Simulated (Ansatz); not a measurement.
In doubt: masses and optical values from hybrid runs of this build are listed as unsure (in some of the runs), which bears on the screening that GW takes from such a start.

BC3 (honeycomb, ordered), computed twice by G0W0.

The cell holds 8 atoms: 2 B and 6 C. Cell: a = 5.171 Å, b = 5.171 Å, c = 23.200 Å, α = 90.0°, β = 90.0°, γ = 120.0°. Vacuum lies along c.

```
B C
1.0
     5.17131    0.00000    0.00000
    -2.58565    4.47848    0.00000
     0.00000    0.00000   23.20000
B C
2 6
Direct
  0.33333 0.66667 0.50000
  0.66667 0.33333 0.50000
  0.15865 0.31730 0.50000
  0.31730 0.15865 0.50000
  0.15865 0.84135 0.50000
  0.84135 0.15865 0.50000
  0.68270 0.84135 0.50000
  0.84135 0.68270 0.50000
```

The structure was relaxed with PBE. The runs that relaxed it are not among those shown.

The first (Ansatz 0.2.0; start PBE, 3×3×1 mesh, 171 empty bands, screening to 27 eV, PAW set soft_1 files; 4 threads of Arm Neoverse V2, shared host) gave, on its mesh: starting gap 0.80 eV, G0W0 gap 1.68 eV, mean of 1 + 4πα/V (set by the cell height) 3.36, 7.8 s.

Question: The second changes start from PBE to HSE06. What does it give?

It gave: starting gap 2.03 eV, G0W0 gap 2.60 eV, mean of 1 + 4πα/V (set by the cell height) 2.21, 2 min. The G0W0 gap moves by +0.92 eV, +1.24 eV from the start and −0.32 eV from the correction. Σc changes by −0.40 eV at the valence top and +0.39 eV at the conduction bottom, and Σx − Vxc between them by −1.11 eV.

Limits: not at the basis limit; coarse mesh for a sheet.

[Paths, hosts, dates, memory and timing lines, banners, echoed tables and standing remarks are left out of the program output.]

[Logs are printed without paths, hosts, clocks, repeated set-up lines and the standing remarks that a program may print on its own settings, such as how far it seeks lower states.]

[Runs of the session that timed out or met a known fault of the program may be left out.]

[Cells called generated may have been cut or substituted from an entry of the Crystallography Open Database or the Materials Project.]

[Hosts, paths, dates, database ids (printed as entryN), source tags and the programs' standing remarks are cut or masked in the printed files.]
